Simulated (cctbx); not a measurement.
**Accept or mend?**

Cell a = 7.1340 Å, b = 7.1340 Å, c = 5.7690 Å, α = 90.00°, β = 90.00°, γ = 120.00°; space group P-3m1 (no. 164).

The data are simulated with cctbx, not measured: Ga Kα, λ = 1.3414 Å, to d = 0.83 Å, 95 % of the full sphere, strongest reflection 20000 counts, noise from counting, a 3 % proportional error and a noise floor of 4 counts (s.d.); no absorption, and some extinction, which the refinements don't model.

An anisotropic refinement with weights 1/σ² prints:

```text
Rint 0.028, 200 unique reflections to 0.83 A
cycle     R1     wR2    GooF  max shift (A)
   1  0.0345  0.0846   3.670   0.00028
   2  0.0180  0.0449   1.948   0.00000
final R1 0.0180 wR2 0.0449 GooF 1.948  parameters 13  data/parameter 15.4
atom        x        y        z      Ueq    occ   su(xyz)  su(Uiso or U11)
Ba1    0.66667  0.33333  0.24720   0.0115  1.000  0.00011  0.0003
Te1    0.33558  0.16779  0.75093   0.0106  1.000  0.00008  0.0003
Y1     0.00000  0.00000  0.00000   0.0061  1.000  0.00000  0.0004
Ti1    0.00000  0.00000  0.50000   0.0123  1.000  0.00000  0.0009
difference map: max 1.45 min -1.34 rms 0.24
Q1    0.0000  0.0000  0.0000    1    1.49  0.00 A from Y1
Q2    0.3333  0.6667  0.9529    2    0.61  1.15 A from Ba1
Q3    0.2283  0.6142  0.3047    6    0.47  1.84 A from Te1
Q4    0.0753  0.5376  0.1535    6    0.43  1.94 A from Te1
Q5    0.0463  0.2830  0.6876   12    0.36  1.37 A from Te1
Q6    0.1085  0.3800  0.6882   12    0.36  1.82 A from Te1
```

Q: Accept it or mend it, and why?

Mend it. The fault: wrong element: Y1 is Mo. Against the right model at the same level, R1 goes from 0.0108 to 0.0180 and GooF from 1.08 to 1.95, U of Y1 shrinks from 0.0096 to 0.0061 Å² and the top difference peak, 1.5 e/Å³, lies on Y1. Y1 has 3 electrons too few and its U shrinks to make up, as expected.

The compound is Ba2TiTe6Mo. The right model at the same level gives:

```text
Rint 0.028, 200 unique reflections to 0.83 A
cycle     R1     wR2    GooF  max shift (A)
   1  0.0185  0.0526   2.284   0.00018
   2  0.0108  0.0250   1.084   0.00000
final R1 0.0108 wR2 0.0250 GooF 1.084  parameters 13  data/parameter 15.4
atom        x        y        z      Ueq    occ   su(xyz)  su(Uiso or U11)
Ba1    0.66667  0.33333  0.24723   0.0107  1.000  0.00006  0.0002
Te1    0.33559  0.16780  0.75091   0.0098  1.000  0.00004  0.0002
Mo1    0.00000  0.00000  0.00000   0.0096  1.000  0.00000  0.0002
Ti1    0.00000  0.00000  0.50000   0.0111  1.000  0.00000  0.0005
difference map: max 0.49 min -0.94 rms 0.15
Q1    0.0576  0.1152  0.8917    6    0.49  0.95 A from Mo1
Q2    0.3333  0.6667  0.9547    2    0.49  1.17 A from Ba1
Q3    0.2311  0.6155  0.3052    6    0.45  1.84 A from Te1
Q4    0.0755  0.3321  0.6863   12    0.41  1.58 A from Te1
Q5    0.0736  0.5368  0.1528    6    0.41  1.95 A from Te1
Q6    0.1101  0.3857  0.0210   12    0.35  1.48 A from Te1
```

The model was made for the exercise: a known structure type with other elements put in, its volume estimated, not relaxed; displacement parameters are assumed.

[Middle refinement cycles are left out of these outputs.]

[Logs are printed without paths, hosts, clocks, repeated set-up lines and the standing remarks that a program may print on its own settings, such as how far it seeks lower states.]
